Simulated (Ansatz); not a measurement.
The compound is SrNiO3 (cubic perovskite) (Pm-3m).

The structure was built from a prototype and need not be the compound's stable phase.

The structure is cubic, space group Pm-3m (No. 221). Conventional cell: a = 3.732 Å, b = 3.732 Å, c = 3.732 Å, α = 90.00°, β = 90.00°, γ = 90.00°. Nearest to Sr lie 12 O at 2.64 Å. Ni has 6 O at 1.87 Å nearest. Nearest to O lie 2 Ni at 1.87 Å and 4 Sr at 2.64 Å. Farther neighbours and most contacts between anions are not listed.

```
Sr Ni O
1.0
     0.00000   -3.73165    0.00000
     0.00000    0.00000    3.73165
    -3.73165    0.00000    0.00000
Sr Ni O
1 1 3
Direct
  0.00000 0.00000 0.00000
  0.50000 0.50000 0.50000
  0.50000 0.50000 0.00000
  0.50000 0.00000 0.50000
  0.00000 0.50000 0.50000
```

The structure was relaxed with LDA. The structure type comes from a generator and need not be one that this composition takes. The structure was generated from a model, not taken from a measurement. The runs that relaxed it are not among those shown. The program's search for lower electronic states was switched off, so nothing shows that the state found is the lowest. PAW set soft_2, made with PBE.

A constrained-RPA run (Ansatz 0.2.0; non-magnetic LDA; Ni d + anion p, bands v12 to c2, 4×4×4 mesh, medium accuracy) builds 14 functions on bands 11 eV wide, with 24.0 electrons in the window. The bare on-site interaction is 27.3 eV and the bare J 0.96 eV.

Q: What U and J survive the screening?

On the Ni d shell, U = 11.52 eV (42 % of the bare value), U′ = 9.91 eV, J = 0.81 eV.

The parent state is non-magnetic and the interaction static (zero frequency); U depends on the window and the orbitals, so it belongs to this model alone. A window that holds the anion p bands defines a model with explicit ligands; its U belongs to that model and is not the U of DFT+U.

[Paths, hosts, dates, memory and timing lines, banners, echoed tables and standing remarks are left out of the program output.]

[Logs are printed without paths, hosts, clocks, repeated set-up lines and the standing remarks that a program may print on its own settings, such as how far it seeks lower states.]

[Runs of the session that timed out or met a known fault of the program may be left out.]

[Hosts, paths, dates, database ids (printed as entryN), source tags and the programs' standing remarks are cut or masked in the printed files.]
